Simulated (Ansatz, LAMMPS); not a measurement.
# Localised basis functions on rapidly quenched Fe77P23 (at. %) (66 atoms), part 2 of 3

Aim: test how closely localised support functions follow the reference on rapidly quenched Fe77P23 (at. %) (66 atoms), and at what cost. A setting counts as converged where the r.m.s. difference of forces stays under 1 % of the r.m.s. force.

Ansatz 0.2.0; Kohn-Sham DFT, PBE, PAW (set soft_2), plane waves.

The cell: 51 Fe and 15 P. The quench rate of 30 K/ps is many orders above laboratory rates. The starting topology of bonds comes from the classical model.

So far. Step 3 (Plane-wave single point): The r.m.s. force component of 0.61 eV/Å sets the scale for the differences below.

## Step 4: Plane waves at 750 eV (750 eV)

The grid of the support functions holds more waves than the default cutoff, so they are judged against a harder plane-wave run.

input.yaml reads:

```yaml
crystal:
  lattice:
    - [9.65192, 0.0, 0.0]
    - [0.0, 9.65192, 0.0]
    - [0.0, 0.0, 9.65192]
  atoms:
    [... the 66 atom lines of step 3 ...]
magnetization:
  spin_polarized: true
kpoints:
  mp_grid: { grid: [2, 2, 2] }
hamiltonian:
  xc: pbe
scf:
  occupations: { method: methfessel_paxton, width: 0.15 }
  lower_state_search: "off"
output:
  forces: true
  eigenvalues: true
basis:
  ecutwfc: "750 eV"
```

Run with:

```bash
ansatz run input.yaml --threads 8 --pin off --max-ram 15872MiB --backend cpu --events-out ev --progress --plain --runs-dir out
```

Log:

```text
[...]
Crystal: 66 atoms, lattice volume = 899.169 Å³
Basis set: ecut = 750 eV, 41923 PW (Γ), exchange–correlation on 180×180×180 points (8 copies of the dense FFT grid, shifted against one another)
Bands: 602, of which v1, the nominal top of the filled ones, is band 446 counted from 1 (445 counted from 0)
Symmetry: 1 space group operations
[...]
k-points: 8
[...]
Starting moments: Σ|m| = 112.2 μB on 51 of 66 sites
[...]
SCF iter   1: F=—  HF=-239850.317454 eV  |F-HF|=—  |Δ(HF+E_count)|=         —  Δρ=6.88e-2 (↑3.58e-2 ↓6.88e-2)  dr2=3.86e2  dr2_m=7.39e0  M=102.025 μB ∫|m|=106.454 μB  β_m=0.30  ethr=3.10e-3  ⟨swp⟩=5.9  Hψ=35354  notcnv=0  defer=23
[...]
SCF iter   3: F=—  HF=-239844.290229 eV  |F-HF|=—  |Δ(HF+E_count)|=    5.06e0  S|Δr|=    0.00e0  Δρ=7.77e-2 (↑3.99e-2 ↓7.77e-2)  dr2=3.30e2  dr2_m=5.04e0  M=101.273 μB ∫|m|=107.183 μB  β_m=0.30  ethr=3.10e-3  ⟨swp⟩=3.7  Hψ=26208  notcnv=0  defer=1430
[...]
SCF iter  13: F=—  HF=-239831.483290 eV  |F-HF|=—  |Δ(HF+E_count)|=   3.73e-2  S|Δr|=    0.00e0  Δρ=6.09e-3 (↑5.75e-3 ↓6.09e-3)  dr2=7.89e-2  dr2_m=2.75e-1  M=109.317 μB ∫|m|=117.761 μB  β_m=0.30  ethr=8.93e-6  ⟨swp⟩=2.0  Hψ=11167  notcnv=0  defer=1393
[...]
SCF iter  15: F=—  HF=-239831.673622 eV  |F-HF|=—  |Δ(HF+E_count)|=   1.56e-1  S|Δr|=    0.00e0  Δρ=1.11e-2 (↑8.04e-3 ↓1.11e-2)  dr2=3.18e0  dr2_m=2.02e-1  M=110.540 μB ∫|m|=119.215 μB  β_m=0.09  ethr=8.85e-6  ⟨swp⟩=2.9  Hψ=16665  notcnv=0  defer=1391  recentre
[...]
SCF iter  39: F=—  HF=-239831.601714 eV  |F-HF|=—  |Δ(HF+E_count)|=   7.56e-8  S|Δr|=    0.00e0  Δρ=3.01e-6 (↑1.38e-6 ↓3.01e-6)  dr2=1.50e-7  dr2_m=1.97e-8  M=112.213 μB ∫|m|=121.295 μB  β_m=0.30  ethr=3.45e-11  ⟨swp⟩=2.0  Hψ=11754  notcnv=0  defer=1389
SCF iter  40: F=-239831.601714 eV  HF=-239831.601714 eV  |F-HF|=3.08e-8  |Δ(HF+E_count)|=   3.64e-9  S|Δr|=    0.00e0  Δρ=1.67e-6 (↑1.05e-6 ↓1.67e-6)  dr2=4.16e-8  dr2_m=8.07e-9  M=112.213 μB ∫|m|=121.295 μB  ethr=1.12e-11  ⟨swp⟩=10.1  Hψ=35898  notcnv=0
SCF 1 converged in 40 iterations: F = -239831.601714 eV  dr2 = 4.16e-8
[...]
SCF converged after 40 iterations
Magnetization: 112.2131 μB (501.6065 up, 389.3935 down)
Absolute magnetization: 121.3077 μB (∫|ρ↑−ρ↓|, with the PAW one-centre terms)
[...]
Per-site moments (μB) at R_I (Å): [(2.272817, 0.951711), (1.865619, 0.914349), (1.985716, 0.945477), (2.526686, 1.007722), (2.017788, 0.921178), [...]
Free energy (F): -239831.601714 eV
[...]
Internal energy: -239831.612160 eV  (E = F + TS)
E sigma→0 (E₀):  -239831.604326 eV
Entropy (-TS):   0.010446 eV (0.158 meV/atom)
Fermi energy:    14.206059 eV
[...]
Σ components = -239831.601714   (vs F -239831.601714, Δ=0.00e0)
--- Forces (eV/Å), atoms counted from 1 ---
  atom   1  Fe    -0.16350880    -0.17739105    -0.38806540
  atom   2  Fe    -0.71782982     0.64245255     0.53954755
  atom   3  Fe     0.04052857     0.70367564     1.19920565
  atom   4  Fe    -0.16070842    -0.24432335    -0.76304113
[...]
atom  66  P     -0.33397562    -0.36947175     0.62065409
  max |Σ_I F_I| component: 2.39e-5 eV/Å
--- Band table (eV; the first three rows and the last of 16) ---
[...]
```

The job ended after 17 min (8 threads of Arm Neoverse V2, shared host; peak memory 13 GiB).

Forces differ from the reference by 0.80 meV/Å r.m.s., 0.13 % of their size, well within a tolerance of 1 %; the energy by -3.0 meV/atom. It took roughly 2.2 times the reference's time (one timing each, with unlike analyses asked), in 40 cycles against 41.

## Step 5: Support functions medium

With localised support functions most steps grow linearly with size, though the diagonalisation grows faster unless the density matrix is cut; this run measures error and cost at this size. The level medium gives here a grid of 48×48×48 points and a radius of 3.67 Å. Besides, the program derives a nominal cutoff of 420 eV for this run, against the reference's 750.

This step: Kohn-Sham DFT, PBE, PAW (set soft_2), localised support functions (medium) (Ansatz 0.2.0).

input.yaml, the sections that differ from step 4:

```yaml
scf:
  occupations: { method: methfessel_paxton, width: 0.15 }
  eigensolver: { kind: { support_functions: { accuracy: medium } } }
  max_iter: 150
  lower_state_search: "off"
output:
  forces: true
# crystal, magnetization, kpoints, hamiltonian: as in step 4
# basis: removed
```

Log:

```text
Warning: scf.eigensolver.kind.support_functions: disabling space-group detection — the functions' gradient is summed over unrotated k-points, so no spatial operation reduces the k-mesh or symmetrises the density; time reversal is kept, so that k and −k are solved as one point where they differ and the mesh holds both, and exact exchange and, on two spinor components, a DFT+U term hold to it where the run has them: [...]
settings of this run that can trade accuracy for cost: scf.eigensolver.kind.support_functions [...]
no check for spin states of lower energy is made in this run (scf.lower_state_search: off)
[...]
Crystal: 66 atoms, lattice volume = 899.169 Å³
Basis set: ecut = 420 eV, 17557 PW (Γ), exchange–correlation on 144×144×144 points (8 copies of the dense FFT grid, shifted against one another)
Bands: 602, of which v1, the nominal top of the filled ones, is band 446 counted from 1 (445 counted from 0)
Symmetry: 1 space group operations
k-points: 8
[...]
Starting moments: Σ|m| = 112.2 μB on 51 of 66 sites
Other spin states: not tried
[...]
Eigensolver: Support functions (medium, 48×48×48 points, laid for a spacing of at most 0.228497 Å, radius 3.669337 Å, 2 species' potentials softened for the grid, 2 wholly corrected for its errors in the mean over positions, 2 with the egg-box correction, energy correction by stochastic trace)
[...]
SCF iter   1: F=—  HF=-239826.037429 eV  |F-HF|=—  |Δ(HF+E_count)|=         —  Δρ=7.07e-2 (↑4.02e-2 ↓7.07e-2)  dr2=3.94e2  dr2_m=7.60e0  M=101.329 μB ∫|m|=105.716 μB  β_m=0.30  ethr=1.00e-1
[...]
SCF iter   2: F=—  HF=-239848.063437 eV  |F-HF|=—  |Δ(HF+E_count)|=    2.20e1  S|Δr|=    0.00e0  Δρ=9.62e-2 (↑8.81e-2 ↓9.62e-2)  dr2=3.34e2  dr2_m=8.75e0  M=91.297 μB ∫|m|=96.242 μB  β_m=0.30  ethr=4.42e-2
[...]
SCF iter  12: F=—  HF=-239831.214563 eV  |F-HF|=—  |Δ(HF+E_count)|=   2.83e-3  S|Δr|=    0.00e0  Δρ=1.23e-2 (↑9.60e-3 ↓1.23e-2)  dr2=1.90e0  dr2_m=7.55e-1  M=106.930 μB ∫|m|=115.001 μB  β_m=1.20  ethr=4.84e-4
[...]
SCF iter  14: F=—  HF=-239831.201681 eV  |F-HF|=—  |Δ(HF+E_count)|=   2.33e-2  S|Δr|=    0.00e0  Δρ=5.41e-3 (↑3.75e-3 ↓5.41e-3)  dr2=1.25e0  dr2_m=2.50e-2  M=108.257 μB ∫|m|=116.834 μB  β_m=1.20  ethr=2.14e-4  κ⁻¹=2.4e-2(r=2)
[...]
SCF iter  38: F=—  HF=-239831.558737 eV  |F-HF|=—  |Δ(HF+E_count)|=   1.22e-3  S|Δr|=    0.00e0  Δρ=6.33e-6 (↑6.06e-6 ↓6.33e-6)  dr2=1.50e-6  dr2_m=3.08e-8  M=112.220 μB ∫|m|=121.319 μB  β_m=1.20  ethr=2.61e-10  κ⁻¹=3.9e-3(r=8)
SCF iter  39: F=-239831.559854 eV  HF=-239831.559854 eV  |F-HF|=6.42e-7  |Δ(HF+E_count)|=   1.12e-3  S|Δr|=    0.00e0  Δρ=6.39e-6 (↑3.96e-6 ↓6.39e-6)  dr2=1.08e-6  dr2_m=4.41e-8  M=112.220 μB ∫|m|=121.319 μB  ethr=1.68e-10
SCF 1 converged in 39 iterations: F = -239831.605256 eV  dr2 = 1.08e-6
[...]
SCF converged after 39 iterations
Magnetization: 112.2202 μB (501.6101 up, 389.3899 down)
Absolute magnetization: 121.3315 μB (∫|ρ↑−ρ↓|, with the PAW one-centre terms)
[...]
Per-site moments (μB) at R_I (Å): [(2.272883, 0.951711), (1.865610, 0.914349), (1.986041, 0.945477), (2.527022, 1.007722), (2.017951, 0.921178), [...]
Free energy (F): -239831.605256 eV
[...]
Internal energy: -239831.615768 eV  (E = F + TS)
E sigma→0 (E₀):  -239831.607884 eV
Entropy (-TS):   0.010512 eV (0.159 meV/atom)
Fermi energy:    14.206716 eV
[...]
Σ components = -239831.605256   (vs F -239831.605256, Δ=0.00e0)
--- Forces (eV/Å), atoms counted from 1 ---
  atom   1  Fe    -0.16382881    -0.17742167    -0.38720898
  atom   2  Fe    -0.71786358     0.64288993     0.53889404
  atom   3  Fe     0.04049909     0.70288886     1.19863042
  atom   4  Fe    -0.16053570    -0.24497667    -0.76287657
[...]
atom  66  P     -0.33438101    -0.36949319     0.62065815
  max |Σ_I F_I| component: 4.02e-3 eV/Å
--- Band table (eV; the first three rows and the last of 16) ---
[...]
guard bands above this table: 89 of the run's 602 bands (output.publish_guard_bands: true publishes all)
[...]
```

Elapsed: 7.6 min, on 8 threads; peak memory 4.2 GiB.

The program notes that the band table was not solved further than the SCF left it and it switched symmetry off.

Keys that differ from the reference: basis.ecutwfc removed, support_functions.accuracy = "medium" and scf.max_iter = 150.

Forces differ from the reference by 0.57 meV/Å r.m.s., 0.094 % of their size, well within a tolerance of 1 %; the energy by -0.054 meV/atom. It took 0.45 times the reference's time (shared host, so rough).

## Step 6: Support functions low

The level low is asked for. Here it resolves to the same grid and radius as in the run with support functions medium, so the basis is not new. Besides, the program derives a nominal cutoff of 420 eV for this run, against the reference's 750.

This step: Kohn-Sham DFT, PBE, PAW (set soft_2), localised support functions (low) (Ansatz 0.2.0).

input.yaml, the sections that differ from step 5:

```yaml
scf:
  occupations: { method: methfessel_paxton, width: 0.15 }
  eigensolver: { kind: { support_functions: { accuracy: low } } }
  max_iter: 150
  lower_state_search: "off"
# crystal, magnetization, kpoints, hamiltonian, output: as in step 5
```

Log:

```text
[...]
no check for spin states of lower energy is made in this run (scf.lower_state_search: off)
[...]
Crystal: 66 atoms, lattice volume = 899.169 Å³
Basis set: ecut = 420 eV, 17557 PW (Γ), exchange–correlation on 144×144×144 points (8 copies of the dense FFT grid, shifted against one another)
Bands: 602, of which v1, the nominal top of the filled ones, is band 446 counted from 1 (445 counted from 0)
Symmetry: 1 space group operations
k-points: 8
[...]
Starting moments: Σ|m| = 112.2 μB on 51 of 66 sites
Other spin states: not tried
[...]
Eigensolver: Support functions (low, 48×48×48 points, laid for a spacing of at most 0.228497 Å, radius 3.669337 Å, 2 species' potentials softened for the grid, 2 wholly corrected for its errors in the mean over positions, 2 with the egg-box correction, energy correction by stochastic trace)
[...]
SCF iter   1: F=—  HF=-239826.037429 eV  |F-HF|=—  |Δ(HF+E_count)|=         —  Δρ=7.07e-2 (↑4.02e-2 ↓7.07e-2)  dr2=3.94e2  dr2_m=7.60e0  M=101.329 μB ∫|m|=105.716 μB  β_m=0.30  ethr=1.00e-1
[...]
SCF iter   2: F=—  HF=-239848.063437 eV  |F-HF|=—  |Δ(HF+E_count)|=    2.20e1  S|Δr|=    0.00e0  Δρ=9.62e-2 (↑8.81e-2 ↓9.62e-2)  dr2=3.34e2  dr2_m=8.75e0  M=91.297 μB ∫|m|=96.242 μB  β_m=0.30  ethr=4.42e-2
[...]
SCF iter  12: F=—  HF=-239831.214563 eV  |F-HF|=—  |Δ(HF+E_count)|=   2.83e-3  S|Δr|=    0.00e0  Δρ=1.23e-2 (↑9.60e-3 ↓1.23e-2)  dr2=1.90e0  dr2_m=7.55e-1  M=106.930 μB ∫|m|=115.001 μB  β_m=1.20  ethr=4.84e-4
[...]
SCF iter  14: F=—  HF=-239831.201681 eV  |F-HF|=—  |Δ(HF+E_count)|=   2.33e-2  S|Δr|=    0.00e0  Δρ=5.41e-3 (↑3.75e-3 ↓5.41e-3)  dr2=1.25e0  dr2_m=2.50e-2  M=108.257 μB ∫|m|=116.834 μB  β_m=1.20  ethr=2.14e-4  κ⁻¹=2.4e-2(r=2)
[...]
SCF iter  35: F=—  HF=-239831.553164 eV  |F-HF|=—  |Δ(HF+E_count)|=   1.93e-3  S|Δr|=    0.00e0  Δρ=1.67e-5 (↑1.59e-5 ↓1.67e-5)  dr2=1.50e-5  dr2_m=2.77e-7  M=112.220 μB ∫|m|=121.319 μB  β_m=1.20  ethr=5.40e-9  κ⁻¹=2.3e-3(r=8)
SCF iter  36: F=-239831.554835 eV  HF=-239831.554841 eV  |F-HF|=6.46e-6  |Δ(HF+E_count)|=   1.68e-3  S|Δr|=    0.00e0  Δρ=1.64e-5 (↑1.11e-5 ↓1.64e-5)  dr2=1.08e-5  dr2_m=3.71e-7  M=112.224 μB ∫|m|=121.323 μB  ethr=1.68e-9
SCF 1 converged in 36 iterations: F = -239831.605099 eV  dr2 = 1.08e-5
[...]
SCF converged after 36 iterations
Magnetization: 112.2236 μB (501.6118 up, 389.3882 down)
Absolute magnetization: 121.3353 μB (∫|ρ↑−ρ↓|, with the PAW one-centre terms)
[...]
Per-site moments (μB) at R_I (Å): [(2.272873, 0.951711), (1.865642, 0.914349), (1.986178, 0.945477), (2.527049, 1.007722), (2.018153, 0.921178), (1.922464, [...]
Free energy (F): -239831.605099 eV
[...]
Internal energy: -239831.615619 eV  (E = F + TS)
E sigma→0 (E₀):  -239831.607729 eV
Entropy (-TS):   0.010520 eV (0.159 meV/atom)
Fermi energy:    14.206824 eV
[...]
Σ components = -239831.605099   (vs F -239831.605099, Δ=0.00e0)
--- Forces (eV/Å), atoms counted from 1 ---
  atom   1  Fe    -0.16398155    -0.17735067    -0.38719841
  atom   2  Fe    -0.71788729     0.64288932     0.53888891
  atom   3  Fe     0.04023508     0.70277848     1.19863461
  atom   4  Fe    -0.16065173    -0.24519230    -0.76279639
[...]
atom  66  P     -0.33424610    -0.36956044     0.62051974
  max |Σ_I F_I| component: 3.65e-3 eV/Å
--- Band table (eV; the first three rows and the last of 16) ---
[...]
```

Elapsed: 7 min, on 8 threads; peak memory 4.2 GiB; 55 min of CPU time.

Keys that differ from the reference: basis.ecutwfc removed, support_functions.accuracy = "low" and scf.max_iter = 150.

Forces differ from the reference by 0.66 meV/Å r.m.s., 0.11 % of their size, well within a tolerance of 1 %; the energy by -0.051 meV/atom. It took 0.41 times the reference's time (shared host, so rough).

## Step 7: Support functions medium, radius 3.56 Å

The radius confines each support function; a larger one gives more freedom and more work per atom. Besides, the program derives a nominal cutoff of 420 eV for this run, against the reference's 750.

This step: Kohn-Sham DFT, PBE, PAW (set soft_2), localised support functions (medium) (Ansatz 0.2.0).

input.yaml, the sections that differ from step 6:

```yaml
scf:
  occupations: { method: methfessel_paxton, width: 0.15 }
  eigensolver: { kind: { support_functions: { accuracy: medium, radius: 3.56 } } }
  max_iter: 150
  lower_state_search: "off"
# crystal, magnetization, kpoints, hamiltonian, output: as in step 6
```

Log:

```text
[...]
no check for spin states of lower energy is made in this run (scf.lower_state_search: off)
[...]
Crystal: 66 atoms, lattice volume = 899.169 Å³
Basis set: ecut = 420 eV, 17557 PW (Γ), exchange–correlation on 144×144×144 points (8 copies of the dense FFT grid, shifted against one another)
Bands: 602, of which v1, the nominal top of the filled ones, is band 446 counted from 1 (445 counted from 0)
Symmetry: 1 space group operations
k-points: 8
[...]
Starting moments: Σ|m| = 112.2 μB on 51 of 66 sites
Other spin states: not tried
[...]
SCF iter   1: F=—  HF=-239825.254503 eV  |F-HF|=—  |Δ(HF+E_count)|=         —  Δρ=7.07e-2 (↑4.03e-2 ↓7.07e-2)  dr2=3.96e2  dr2_m=7.59e0  M=101.270 μB ∫|m|=105.648 μB  β_m=0.30  ethr=1.00e-1
[...]
SCF iter   2: F=—  HF=-239847.858890 eV  |F-HF|=—  |Δ(HF+E_count)|=    2.26e1  S|Δr|=    0.00e0  Δρ=9.60e-2 (↑8.80e-2 ↓9.60e-2)  dr2=3.32e2  dr2_m=8.71e0  M=91.315 μB ∫|m|=96.249 μB  β_m=0.30  ethr=4.44e-2
[...]
SCF iter  12: F=—  HF=-239831.146992 eV  |F-HF|=—  |Δ(HF+E_count)|=   2.63e-2  S|Δr|=    0.00e0  Δρ=1.23e-2 (↑9.58e-3 ↓1.23e-2)  dr2=1.88e0  dr2_m=7.58e-1  M=106.933 μB ∫|m|=115.002 μB  β_m=1.20  ethr=4.75e-4
[...]
SCF iter  14: F=—  HF=-239831.151030 eV  |F-HF|=—  |Δ(HF+E_count)|=   1.25e-2  S|Δr|=    0.00e0  Δρ=5.42e-3 (↑3.74e-3 ↓5.42e-3)  dr2=1.24e0  dr2_m=2.55e-2  M=108.264 μB ∫|m|=116.839 μB  β_m=1.20  ethr=2.11e-4  κ⁻¹=2.4e-2(r=2)
[...]
SCF iter  37: F=—  HF=-239831.542172 eV  |F-HF|=—  |Δ(HF+E_count)|=   1.70e-3  S|Δr|=    0.00e0  Δρ=7.85e-6 (↑7.85e-6 ↓7.59e-6)  dr2=2.65e-6  dr2_m=5.24e-8  M=112.221 μB ∫|m|=121.322 μB  β_m=1.20  ethr=3.90e-10  κ⁻¹=2.5e-3(r=8)
SCF iter  38: F=-239831.543722 eV  HF=-239831.543722 eV  |F-HF|=4.20e-7  |Δ(HF+E_count)|=   1.55e-3  S|Δr|=    0.00e0  Δρ=6.16e-6 (↑6.16e-6 ↓5.99e-6)  dr2=1.25e-6  dr2_m=4.63e-8  M=112.220 μB ∫|m|=121.320 μB  ethr=2.98e-10
SCF 1 converged in 38 iterations: F = -239831.605223 eV  dr2 = 1.25e-6
[...]
SCF converged after 38 iterations
Magnetization: 112.2200 μB (501.6100 up, 389.3900 down)
Absolute magnetization: 121.3327 μB (∫|ρ↑−ρ↓|, with the PAW one-centre terms)
[...]
Per-site moments (μB) at R_I (Å): [(2.272889, 0.951711), (1.865556, 0.914349), (1.986012, 0.945477), (2.527078, 1.007722), (2.017903, 0.921178), [...]
Free energy (F): -239831.605223 eV
[...]
Internal energy: -239831.615742 eV  (E = F + TS)
E sigma→0 (E₀):  -239831.607852 eV
Entropy (-TS):   0.010520 eV (0.159 meV/atom)
Fermi energy:    14.206913 eV
[...]
Σ components = -239831.605223   (vs F -239831.605223, Δ=0.00e0)
--- Forces (eV/Å), atoms counted from 1 ---
  atom   1  Fe    -0.16346456    -0.17776254    -0.38683508
  atom   2  Fe    -0.71857973     0.64272017     0.53939813
  atom   3  Fe     0.03986231     0.70176552     1.19724321
  atom   4  Fe    -0.16048669    -0.24527506    -0.76217672
[...]
atom  66  P     -0.33451583    -0.36931361     0.62068356
  max |Σ_I F_I| component: 4.05e-3 eV/Å
--- Band table (eV; the first three rows and the last of 16) ---
[...]
```

Run time: 6.7 min. Hardware: 8 threads; peak memory 4 GiB.

Keys that differ from the reference: basis.ecutwfc removed, support_functions.accuracy = "medium", support_functions.radius = 3.56 and scf.max_iter = 150.

Forces differ from the reference by 0.77 meV/Å r.m.s., 0.13 % of their size, well within a tolerance of 1 %; the energy by -0.053 meV/atom. It took 0.4 times the reference's time (shared host, so rough).

## Step 8: What each setting buys

Each row is set against the plane-wave reference (Kohn-Sham DFT, PBE, PAW (set soft_2), plane waves; r.m.s. force component 0.605 eV/Å). Energies are set beside the reference only for runs with its functional, potentials and electron count. Times are for 8 threads of Arm Neoverse V2, shared host. The reference's time includes the DOS, ELF, the stress and grids, which some other runs skip.

```tsv
run	Δ force, r.m.s. (meV/Å)	share of r.m.s. force (%)	Δ energy (meV/atom)	cycles	time	host memory (GiB)	moment (μB)
reference	-	-	-	41	7.7 min	11	112.2
plane waves at 750 eV (750 eV)	0.801	0.132	-3.01	40	17 min	13	112.2
```

## Step 9: Cost against change

Differences are against the run with plane waves at 750 eV (Kohn-Sham DFT, PBE, PAW (set soft_2), plane waves), whose r.m.s. force component is 0.605 eV/Å. Energies are set beside the reference only for runs with its functional, potentials and electron count. Times are for 8 threads of Arm Neoverse V2, shared host.

```tsv
run	Δ force, r.m.s. (meV/Å)	share of r.m.s. force (%)	Δ energy (meV/atom)	cycles	time	host memory (GiB)	moment (μB)
reference	-	-	-	40	17 min	13	112.2
support functions medium	0.571	0.0944	-0.0537	39	7.6 min	4.2	112.2
support functions low	0.659	0.109	-0.0513	36	7 min	4.2	112.2
support functions medium, radius 3.56 Å	0.765	0.126	-0.0532	38	6.7 min	4.0	112.2
```

(Part 2 of 3 ends here.)

[Long decimals in the printed logs are rounded to 6 places.]

[Logs are printed without paths, hosts, clocks, repeated set-up lines and the standing remarks that a program may print on its own settings, such as how far it seeks lower states.]

[Hosts, paths, dates, database ids (printed as entryN), source tags and the programs' standing remarks are cut or masked in the printed files.]
